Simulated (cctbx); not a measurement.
# Accept or mend?

Cell a = 5.0200 Å, b = 8.3300 Å, c = 8.0990 Å, α = 90.00°, β = 96.38°, γ = 90.00°; space group P2_1/m (no. 11).

Simulated single-crystal data (cctbx): synchrotron X-rays, λ = 0.6889 Å, to d = 0.84 Å, 70 % of the full sphere, strongest reflection 20000 counts, noise from counting, a 6 % proportional error and a noise floor of 2 counts (s.d.); no absorption.

An anisotropic refinement with weights 1/σ² prints:

```text
Rint 0.035, 94 unique reflections to 1.60 A
cycle     R1     wR2    GooF  max shift (A)
   1  0.0197  0.0544   1.901   0.02736
   2  0.0118  0.0259   0.904   0.00002
final R1 0.0118 wR2 0.0259 GooF 0.904  parameters 60  data/parameter 1.6
atom        x        y        z      Ueq    occ   su(xyz)  su(Uiso or U11)
Ag1    0.93128  0.75000  0.05845   0.0235  1.000  0.00022  0.0019
P1     0.91422  0.75000  0.57269   0.0306  1.000  0.00167  0.0078
P2     0.42922  0.94746  0.67817   0.0267  1.000  0.00104  0.0056
O1     0.67796  0.58680  0.50421   0.0380  1.000  0.00256  0.0073
O2     0.41411  0.25000  0.24857   0.0443  1.000  0.00249  0.0109
O3     0.86680  0.25000  0.56844   0.0402  1.000  0.00249  0.0109
O4     0.42959  0.93273  0.17176   0.0371  1.000  0.00165  0.0066
O5     0.09729  0.89383  0.72878   0.0404  1.000  0.00190  0.0102
difference map: max 0.15 min -0.16 rms 0.04
Q1    0.4823  0.7500  0.3017    2    0.15  1.85 A from O4
Q2    0.3949  0.7500  0.8361    2    0.13  1.24 A from O2
Q3    0.3609  0.2500  0.4230    2    0.12  1.39 A from P1
Q4    0.2023  0.7500  0.5721    2    0.12  1.15 A from O3
Q5    0.9867  0.0423  0.0041    4    0.12  1.86 A from Ag1
Q6    0.0426  0.0760  0.4434    4    0.10  1.42 A from O1
```

Q: Accept it or mend it, and why?

Mend it. The fault: data cut at low resolution. Against the right model at the same level, R1 goes from 0.0185 to 0.0118 and GooF from 0.92 to 0.90. The atoms are right, but there are too few data for the parameters: R1 flatters and the s.u.s grow. Data per parameter fall from 10.3 to 1.6.

The compound is AgP3O8. The right model at the same level gives:

```text
Rint 0.042, 620 unique reflections to 0.84 A
cycle     R1     wR2    GooF  max shift (A)
   1  0.0317  0.0899   1.801   0.00491
   2  0.0185  0.0460   0.922   0.00000
final R1 0.0185 wR2 0.0460 GooF 0.922  parameters 60  data/parameter 10.3
atom        x        y        z      Ueq    occ   su(xyz)  su(Uiso or U11)
Ag1    0.93154  0.75000  0.05822   0.0211  1.000  0.00004  0.0002
P1     0.91256  0.75000  0.57502   0.0279  1.000  0.00018  0.0005
P2     0.42937  0.94758  0.67824   0.0248  1.000  0.00013  0.0004
O1     0.68072  0.58520  0.50504   0.0364  1.000  0.00042  0.0011
O2     0.41358  0.25000  0.24646   0.0413  1.000  0.00062  0.0017
O3     0.87151  0.25000  0.56636   0.0375  1.000  0.00060  0.0014
O4     0.43161  0.93445  0.17273   0.0373  1.000  0.00041  0.0011
O5     0.09621  0.89644  0.72717   0.0397  1.000  0.00044  0.0012
difference map: max 0.34 min -0.47 rms 0.10
Q1    0.5049  0.1693  0.6399    4    0.36  1.58 A from O1
Q2    0.5196  0.2500  0.7522    2    0.34  1.66 A from O4
Q3    0.3096  0.2500  0.4742    2    0.33  1.14 A from P1
Q4    0.4145  0.7500  0.6738    2    0.31  1.02 A from O2
Q5    0.3908  0.1551  0.3494    4    0.30  1.16 A from O2
Q6    0.1408  0.7500  0.5932    2    0.30  1.14 A from P1
```

The model is made up (kin elements in a known structure type, no relaxation), so it says nothing on whether the phase exists.

[Middle refinement cycles are left out of these outputs.]

[Logs are printed without paths, hosts, clocks, repeated set-up lines and the standing remarks that a program may print on its own settings, such as how far it seeks lower states.]
